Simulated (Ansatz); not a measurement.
# Is Ta3GaC antiperovskite a stable metal?

Question: is the lattice of Ta3GaC antiperovskite stable, and if so, what are its coupling constant and resistivity?

Main program and level: Ansatz 0.2.0; DFT PBE, scalar-relativistic, plane waves, PAW.

The structure was built from a prototype and need not be the compound's stable phase.

### 1. The structure

It takes space group Pm-3m (No. 221, cubic). The conventional cell has a = 4.273 Å, b = 4.273 Å, c = 4.273 Å, α = 90.00°, β = 90.00°, γ = 90.00°. Nearest to Ga lie 12 Ta at 3.02 Å. Nearest to Ta lie 2 C at 2.14 Å and 8 Ta at 3.02 Å and 4 Ga at 3.02 Å. Nearest to C lie 6 Ta at 2.14 Å. Farther neighbours are not listed.

### 2. Relaxing cell and atoms

The structure is brought to rest under this functional.

input.yaml reads:

```yaml
crystal:
  lattice:
    - [4.2726, 0.0, 0.0]
    - [0.0, 4.2726, 0.0]
    - [0.0, 0.0, 4.2726]
  atoms:
    - { symbol: Ga, position: [0.0, 0.0, 0.0] }
    - { symbol: Ta, position: [0.5, 0.5, 0.0] }
    - { symbol: Ta, position: [0.5, 0.0, 0.5] }
    - { symbol: Ta, position: [0.0, 0.5, 0.5] }
    - { symbol: C, position: [0.5, 0.5, 0.5] }
kpoints:
  mp_grid: { grid: [6, 6, 6] }
hamiltonian:
  xc: pbe
scf:
  occupations: { method: gaussian, width: 0.1 }
output:
  forces: true
  stress: true
  eigenvalues: true
relax:
  adjacent_minimum: "off"
  f_tol: 0.005
  max_steps: 80
  cell: { stress_tol: 0.05 }
```

On the command line:

```sh
> ansatz run input.yaml --threads 4 --pin off --max-ram 16384MiB --backend cpu --events-out ev --progress --plain --runs-dir out
```

Numbers of over 12 decimals in the logs are rounded to 6 here.

The log of the run:

```text
Engine: ansatz 0.2.0, aarch64-unknown-linux-gnu
Pseudopotentials: kind: paw
Pseudopotential: Ga, paw, valence charge 13, recommended cutoff 420 eV (normal), Ga.paw.azcp
Pseudopotential: Ta, paw, valence charge 13, recommended cutoff 420 eV (normal), Ta.paw.azcp
Pseudopotential: C, paw, valence charge 4, recommended cutoff 420 eV (normal), C.paw.azcp
Functional definition: PBE
  parameter kappa = 0.804
  parameter beta = 0.066725
  exchange = pbe_x(kappa = kappa, mu = beta*pi^2/3)
  correlation = pbe_c(beta = beta)
Crystal: 5 atoms, lattice volume = 77.997 Å³
Basis set: ecut = 420 eV, 1503 PW (Γ), exchange–correlation on 60×60×60 points (8 copies of the dense FFT grid, shifted against one another)
Bands: 34, of which v1, the nominal top of the filled ones, is band 28 counted from 1 (27 counted from 0)
Symmetry: 48 space group operations
Space group: Pm-3m (ITA 221), of the structure as read, at distance tolerance 4.3e-5 Å
k-points: 20 of 216
Non-local potential: Ga, projectors of the file, l = 0: 2, l = 1: 2, l = 2: 3, l = 3: 1
Non-local potential: Ta, projectors of the file, l = 0: 3, l = 1: 2, l = 2: 2, l = 3: 1
Non-local potential: C, projectors of the file, l = 0: 2, l = 1: 2, l = 2: 1
PAW form: soft (Blöchl's): semilocal exchange-correlation on the pseudo side does not see the compensation charge
PAW one-centre angular grid: Ga, 590 points (default); XC on 64 Gauss nodes
PAW one-centre angular grid: Ta, 590 points (default); XC on 64 Gauss nodes
PAW one-centre angular grid: C, 110 points (default); XC on 64 Gauss nodes
Initial density: superposition of atomic densities (neutral atoms: chi_scale 0, normalization atom), corrected by the library's trained network
Initial wavefunctions: pseudopotential atomic-orbital guess
Functional: x = pbe(κ = 0.804, μ = 0.219515), c = pbe(β = 0.066725)
SCF iter   1: F=—  HF=-33831.015996 eV  |F-HF|=—  |Δ(HF+E_count)|=         —  Δρ=6.91e-3  dr2=4.91e-2  ethr=1.77e-3  ⟨swp⟩=5.2  Hψ=2747  notcnv=0
preconditioner: auto → Kerker (q_TF=auto, 2.582 Å⁻¹)  [metal: Δε(μ)=0.007 eV  Ē_g=9.208 eV  σ=0.100 eV  W_gap=0.04  n_scr=26 (ndim 8)  ℏωp=23.8 eV  f_vac=0.000  D(μ)=8.74/eV (n_scr^D=122)]
SCF iter   2: F=—  HF=-33831.004957 eV  |F-HF|=—  |Δ(HF+E_count)|=   1.10e-2  Δρ=2.95e-3  dr2=9.36e-3  ethr=8.77e-5  ⟨swp⟩=2.0  Hψ=964  notcnv=0
SCF iter   3: F=—  HF=-33831.002469 eV  |F-HF|=—  |Δ(HF+E_count)|=   2.49e-3  Δρ=9.22e-4  dr2=1.14e-3  ethr=1.67e-5  ⟨swp⟩=2.0  Hψ=857  notcnv=0
SCF iter   4: F=—  HF=-33831.002212 eV  |F-HF|=—  |Δ(HF+E_count)|=   2.57e-4  Δρ=2.68e-4  dr2=3.22e-5  ethr=2.04e-6  ⟨swp⟩=2.0  Hψ=995  notcnv=0
SCF iter   5: F=—  HF=-33831.002365 eV  |F-HF|=—  |Δ(HF+E_count)|=   1.54e-4  Δρ=1.24e-4  dr2=1.08e-5  ethr=5.75e-8  ⟨swp⟩=2.0  Hψ=962  notcnv=0
SCF iter   6: F=—  HF=-33831.002364 eV  |F-HF|=—  |Δ(HF+E_count)|=   1.36e-6  Δρ=2.94e-5  dr2=6.94e-7  ethr=1.92e-8  ⟨swp⟩=2.1  Hψ=951  notcnv=0
SCF iter   7: F=-33831.002364 eV  HF=-33831.002364 eV  |F-HF|=1.51e-8  |Δ(HF+E_count)|=   1.56e-7  Δρ=4.95e-6  dr2=2.21e-8  ethr=1.79e-10  ⟨swp⟩=7.9  Hψ=2711  notcnv=0
SCF 1 converged in 7 iterations: F = -33831.002364 eV  dr2 = 2.21e-8
  greatest PAW one-centre occupation: 0.999 electrons in one spin orbital (limit 2), on the Ta atom at site 3 (counted from 0), in its partial waves of l = 0
relax step   1: F+E_penalty+E_count = -33831.00236387 eV  Δ(F+E_penalty+E_count) = +0.000e0 eV  max|allowed force component| = 1.967e-29 eV/Å  Δτ_max = 0.0000 Å  P = +1.409 GPa  Ω = 77.997 Å³  (7 SCF iters, dr2 threshold 1.00e-7 eV, accepted)
Crystal: 5 atoms, lattice volume = 79.015 Å³
Basis set: ecut = 420 eV, 1551 PW (Γ), exchange–correlation on 60×60×60 points (8 copies of the dense FFT grid, shifted against one another)
Initial density: handed on by an earlier stage of this run
Initial wavefunctions: those handed on with the density
iter 1 solved again at ethr=1.37e-5 eV; its pass at ethr=3.10e-3 eV (dr2=7.65e-3 eV) is discarded
SCF iter   1: F=—  HF=-33831.003360 eV  |F-HF|=—  |Δ(HF+E_count)|=         —  Δρ=2.05e-3  dr2=7.31e-3  ethr=1.37e-5  ⟨swp⟩=2.1  Hψ=3172  notcnv=0
preconditioner: auto → Kerker (q_TF=auto, 2.576 Å⁻¹)  [metal: Δε(μ)=0.006 eV  Ē_g=9.223 eV  σ=0.100 eV  W_gap=0.03  n_scr=26 (ndim 8)  ℏωp=23.6 eV  f_vac=0.000  D(μ)=8.99/eV (n_scr^D=122)]
SCF iter   2: F=—  HF=-33831.002038 eV  |F-HF|=—  |Δ(HF+E_count)|=   1.32e-3  Δρ=6.35e-4  dr2=1.07e-3  ethr=1.30e-5  ⟨swp⟩=2.0  Hψ=846  notcnv=0
SCF iter   3: F=—  HF=-33831.001805 eV  |F-HF|=—  |Δ(HF+E_count)|=   2.33e-4  Δρ=2.79e-4  dr2=1.45e-4  ethr=1.90e-6  ⟨swp⟩=2.1  Hψ=884  notcnv=0
SCF iter   4: F=—  HF=-33831.001979 eV  |F-HF|=—  |Δ(HF+E_count)|=   1.74e-4  Δρ=1.10e-4  dr2=8.74e-6  ethr=2.59e-7  ⟨swp⟩=2.0  Hψ=1000  notcnv=0
SCF iter   5: F=—  HF=-33831.001967 eV  |F-HF|=—  |Δ(HF+E_count)|=   1.18e-5  Δρ=3.50e-5  dr2=8.06e-7  ethr=1.56e-8  ⟨swp⟩=2.0  Hψ=1005  notcnv=0
SCF iter   6: F=-33831.001967 eV  HF=-33831.001968 eV  |F-HF|=1.45e-7  |Δ(HF+E_count)|=   1.35e-7  Δρ=6.48e-6  dr2=2.64e-8  ethr=8.93e-10  ⟨swp⟩=5.5  Hψ=2599  notcnv=0
SCF 2 converged in 6 iterations: F = -33831.001967 eV  dr2 = 2.64e-8
relax step   2: F+E_penalty+E_count = -33831.00196736 eV  Δ(F+E_penalty+E_count) = +3.965e-4 eV  max|allowed force component| = 4.628e-29 eV/Å  Δτ_max = 0.0000 Å  P = -1.249 GPa  Ω = 79.015 Å³  energy of the carried Pulay correction = -8.100e-4 eV  (6 SCF iters, dr2 threshold 5.00e-7 eV, accepted)
Crystal: 5 atoms, lattice volume = 78.533 Å³
iter 1 solved again at ethr=2.95e-6 eV; its pass at ethr=3.10e-3 eV (dr2=1.65e-3 eV) is discarded
SCF iter   1: F=—  HF=-33831.004403 eV  |F-HF|=—  |Δ(HF+E_count)|=         —  Δρ=9.63e-4  dr2=1.59e-3  ethr=2.95e-6  ⟨swp⟩=2.3  Hψ=3098  notcnv=0
preconditioner: auto → Kerker (q_TF=auto, 2.579 Å⁻¹)  [metal: Δε(μ)=0.006 eV  Ē_g=9.249 eV  σ=0.100 eV  W_gap=0.03  n_scr=26 (ndim 8)  ℏωp=23.7 eV  f_vac=0.000  D(μ)=9.12/eV (n_scr^D=122)]
SCF iter   2: F=—  HF=-33831.004122 eV  |F-HF|=—  |Δ(HF+E_count)|=   2.80e-4  Δρ=2.93e-4  dr2=2.26e-4  ethr=2.84e-6  ⟨swp⟩=2.0  Hψ=847  notcnv=0
SCF iter   3: F=—  HF=-33831.004267 eV  |F-HF|=—  |Δ(HF+E_count)|=   1.44e-4  Δρ=1.27e-4  dr2=3.15e-5  ethr=4.03e-7  ⟨swp⟩=2.1  Hψ=860  notcnv=0
SCF iter   4: F=—  HF=-33831.004260 eV  |F-HF|=—  |Δ(HF+E_count)|=   6.83e-6  Δρ=5.23e-5  dr2=1.60e-6  ethr=5.63e-8  ⟨swp⟩=2.0  Hψ=1001  notcnv=0
SCF iter   5: F=-33831.004257 eV  HF=-33831.004258 eV  |F-HF|=2.80e-8  |Δ(HF+E_count)|=   2.50e-6  Δρ=1.63e-5  dr2=1.60e-7  ethr=8.93e-10  ⟨swp⟩=6.2  Hψ=2754  notcnv=0
SCF 3 converged in 5 iterations: F = -33831.004257 eV  dr2 = 1.60e-7
relax step   3: F+E_penalty+E_count = -33831.00425750 eV  Δ(F+E_penalty+E_count) = -2.290e-3 eV  max|allowed force component| = 1.296e-29 eV/Å  Δτ_max = 0.0000 Å  P = -0.014 GPa  Ω = 78.533 Å³  energy of the carried Pulay correction = -4.281e-4 eV  (5 SCF iters, dr2 threshold 5.00e-7 eV, accepted)
Initial wavefunctions: pseudopotential atomic-orbital guess (no wavefunctions were taken with the density)
iter 1 solved again at ethr=7.68e-9 eV; its pass at ethr=3.10e-3 eV (dr2=4.30e-6 eV) is discarded
SCF iter   1: F=—  HF=-33831.004400 eV  |F-HF|=—  |Δ(HF+E_count)|=         —  Δρ=5.12e-5  dr2=2.10e-7  ethr=7.68e-9  ⟨swp⟩=3.9  Hψ=4858  notcnv=0
preconditioner: auto → Kerker (q_TF=auto, 2.579 Å⁻¹)  [metal: Δε(μ)=0.002 eV  Ē_g=9.254 eV  σ=0.100 eV  W_gap=0.01  n_scr=26 (ndim 8)  ℏωp=23.7 eV  f_vac=0.000  D(μ)=9.07/eV (n_scr^D=122)]
SCF iter   2: F=—  HF=-33831.004600 eV  |F-HF|=—  |Δ(HF+E_count)|=   2.00e-4  Δρ=2.69e-5  dr2=9.36e-8  ethr=3.75e-10  ⟨swp⟩=2.0  Hψ=1260  notcnv=0
SCF iter   3: F=—  HF=-33831.004601 eV  |F-HF|=—  |Δ(HF+E_count)|=   1.10e-6  Δρ=5.50e-6  dr2=2.07e-8  ethr=1.67e-10  ⟨swp⟩=2.0  Hψ=1060  notcnv=0
SCF iter   4: F=—  HF=-33831.004601 eV  |F-HF|=—  |Δ(HF+E_count)|=   7.20e-9  Δρ=2.41e-6  dr2=2.18e-9  ethr=3.70e-11  ⟨swp⟩=2.0  Hψ=854  notcnv=0
SCF iter   5: F=—  HF=-33831.004601 eV  |F-HF|=—  |Δ(HF+E_count)|=   4.11e-9  Δρ=4.19e-7  dr2=1.71e-10  ethr=3.90e-12  ⟨swp⟩=2.0  Hψ=998  notcnv=0
SCF iter   6: F=—  HF=-33831.004601 eV  |F-HF|=—  |Δ(HF+E_count)|=  9.46e-11  Δρ=4.26e-7  dr2=9.37e-11  ethr=1.00e-12  ⟨swp⟩=5.0  Hψ=2311  notcnv=0
SCF iter   7: F=-33831.004601 eV  HF=-33831.004601 eV  |F-HF|=0.00e0  |Δ(HF+E_count)|=  1.09e-10  Δρ=1.03e-7  dr2=4.04e-12  ethr=1.00e-12  ⟨swp⟩=3.1  Hψ=2289  notcnv=0
SCF 4 converged in 7 iterations: F = -33831.004601 eV  dr2 = 4.04e-12
  greatest PAW one-centre occupation: 0.999 electrons in one spin orbital (limit 2), on the Ta atom at site 1 (counted from 0), in its partial waves of l = 0
relax step   4: F+E_penalty+E_count = -33831.00460065 eV  Δ(F+E_penalty+E_count) = -3.432e-4 eV  max|allowed force component| = 3.602e-30 eV/Å  Δτ_max = 0.0000 Å  P = -0.008 GPa  Ω = 78.533 Å³  stress off target by 7.58e-3 GPa  SCF on the basis re-selected at this cell (its energy is not comparable with the rows above)  (7 SCF iters)
basis re-selected at this cell: Δ(F+E_penalty+E_count) = -3.432e-4 eV, ΔP = +0.006 GPa vs the last step (what re-selecting the basis moved, of the pressure what is left beyond the Pulay correction that the steps carried, after the strain that the cell walked since its last selection, with what the two solves' SCF thresholds leave and, on support functions, any second-order correction that the steps lacked; it is no m [...]
SCF converged after 7 iterations
Free energy (F): -33831.004601 eV
Harris-Foulkes:  -33831.004601 eV  (|F-HF|=0.00e0)
Internal energy: -33830.959238 eV  (E = F + TS)
E sigma→0 (E₀):  -33830.981919 eV
Entropy (-TS):   -0.045363 eV (-9.073 meV/atom)
Fermi energy:    16.730602 eV
--- Per-component energies (eV) ---
  E_band       = -335.226751
  E_kinetic    = 1306.477627
  E_local      = -3557.949708  (includes V_loc(G=0)·N_el)
  E_nonlocal   = 495.177469
  E_hartree    = 1455.456629
  E_xc         = -773.093168
  E_vxc        = -730.546264  (∫ρ·V_xc dr)
  E_paw        = -27279.294067  (= ΣΔE_a)
  E_vpaw       = -759.299534  (= ΣTr[D̂ρ^β])
  E_aug_tail   = 0.000372  (compensation charges beyond the density's cutoff)
  E_ewald      = -5477.734393
  E_smearing   = -0.045363  (= −TS)
  E_closure    = 0.000000  (closes the sum)
  Σ components = -33831.004601   (vs F -33831.004601, Δ=0.00e0)
--- Forces (eV/Å), atoms counted from 1 ---
  atom   1  Ga    -0.00000000     0.00000000     0.00000000
  atom   2  Ta     0.00000000    -0.00000000     0.00000000
  atom   3  Ta     0.00000000     0.00000000     0.00000000
  atom   4  Ta     0.00000000     0.00000000    -0.00000000
  atom   5  C      0.00000000    -0.00000000     0.00000000
  max |Σ_I F_I| component: 8.28e-30 eV/Å
--- Stress (GPa, compression-positive) ---
       -0.007576       0.000000       0.000000
        0.000000      -0.007576       0.000000
        0.000000       0.000000      -0.007576
  P = ⅓ Tr σ = -0.0076 GPa (-0.076 kbar)
--- Band table (eV; the first three rows and the last of 20) ---
  k-point 0: bands = [... 24 lower, 14.4036, 14.4036, 14.4036, 17.9314, 17.9314, 17.9314, 18.3061, 18.3061, ... 2 higher]
  k-point 1: bands = [... 24 lower, 14.0168, 14.3813, 14.3813, 16.7335, 17.5800, 17.5800, 18.0368, 19.3360, ... 2 higher]
  k-point 2: bands = [... 24 lower, 14.1792, 14.1792, 14.8282, 16.4867, 17.4982, 17.8156, 17.8156, 19.2828, ... 2 higher]
  k-point 19: bands = [... 24 lower, 14.8024, 15.9552, 15.9552, 15.9552, 16.4663, 16.4663, 16.4663, 19.2041, ... 2 higher]
--- Relaxed structure (3 steps of the walk, 3 accepted, 1 SCFs on fresh bases) ---
  F+E_penalty+E_count = -33831.00460065 eV   max|allowed force component| = 3.602e-30 eV/Å   (the final SCF, on the basis selected at the relaxed cell)
  cell:  # Å, volume = 78.5333 Å³
    - [4.282375, 0, 0]
    - [0, 4.282375, 0]
    - [0, 0, 4.282375]
  atoms:
    - { symbol: Ga, position: [0, 0, 0] }
    - { symbol: Ta, position: [0.5, 0.5, 0] }
    - { symbol: Ta, position: [0.5, 0, 0.5] }
    - { symbol: Ta, position: [0, 0.5, 0.5] }
    - { symbol: C, position: [0.5, 0.5, 0.5] }
```

Elapsed: 3.7 s, on 4 threads of Arm Neoverse V2, shared host; peak memory 0.43 GiB; 13 s of CPU time.

The steps of the relaxation:

| step | energy less that of the first step (eV) | largest force component (eV/Å) | pressure (GPa) | volume (Å³) |
| --- | --- | --- | --- | --- |
| 1 | 0.0000 | 0.0000 | 1.41 | 78.00 |
| 2 | 0.0004 | 0.0000 | -1.25 | 79.02 |
| 3 | -0.0019 | 0.0000 | -0.01 | 78.53 |
| 4* | -0.0022 | 0.0000 | -0.01 | 78.53 |

Relaxation steps marked * repeat the geometry before them on a plane-wave basis chosen anew for their cell, so energy and pressure can jump there.

The run keeps the 48 symmetry operations that it works with, so distortions that break them were not tested.

| conventional cell, symmetrised | before | after | change |
| --- | --- | --- | --- |
| a (Å) | 4.273 | 4.282 | +0.2 % |
| b (Å) | 4.273 | 4.282 | +0.2 % |
| c (Å) | 4.273 | 4.282 | +0.2 % |
| volume (Å³/atom) | 15.60 | 15.71 | +0.7 % |

Final coordinates:

```xyz
5
Lattice="4.2824 0.0000 0.0000 0.0000 4.2824 0.0000 0.0000 0.0000 4.2824" Properties=species:S:1:pos:R:3 pbc="T T T"
Ga    0.0000    0.0000    0.0000
Ta    2.1412    2.1412    0.0000
Ta    2.1412    0.0000    2.1412
Ta    0.0000    2.1412    2.1412
C     2.1412    2.1412    2.1412
```

Numbers from this step:

```yaml
pressure: -0.007576 GPa
volume_per_atom: 15.71 Å³
metallic_on_mesh: yes
gap_on_the_k_mesh: 0 eV
```

The largest force is now zero by symmetry and the largest stress component 0.0076 GPa, small enough for phonons.

(Continued in part 2 of 2.)

[Logs are printed without paths, hosts, clocks, repeated set-up lines and the standing remarks that a program may print on its own settings, such as how far it seeks lower states.]

[Hosts, paths, dates, database ids (printed as entryN), source tags and the programs' standing remarks are cut or masked in the printed files.]
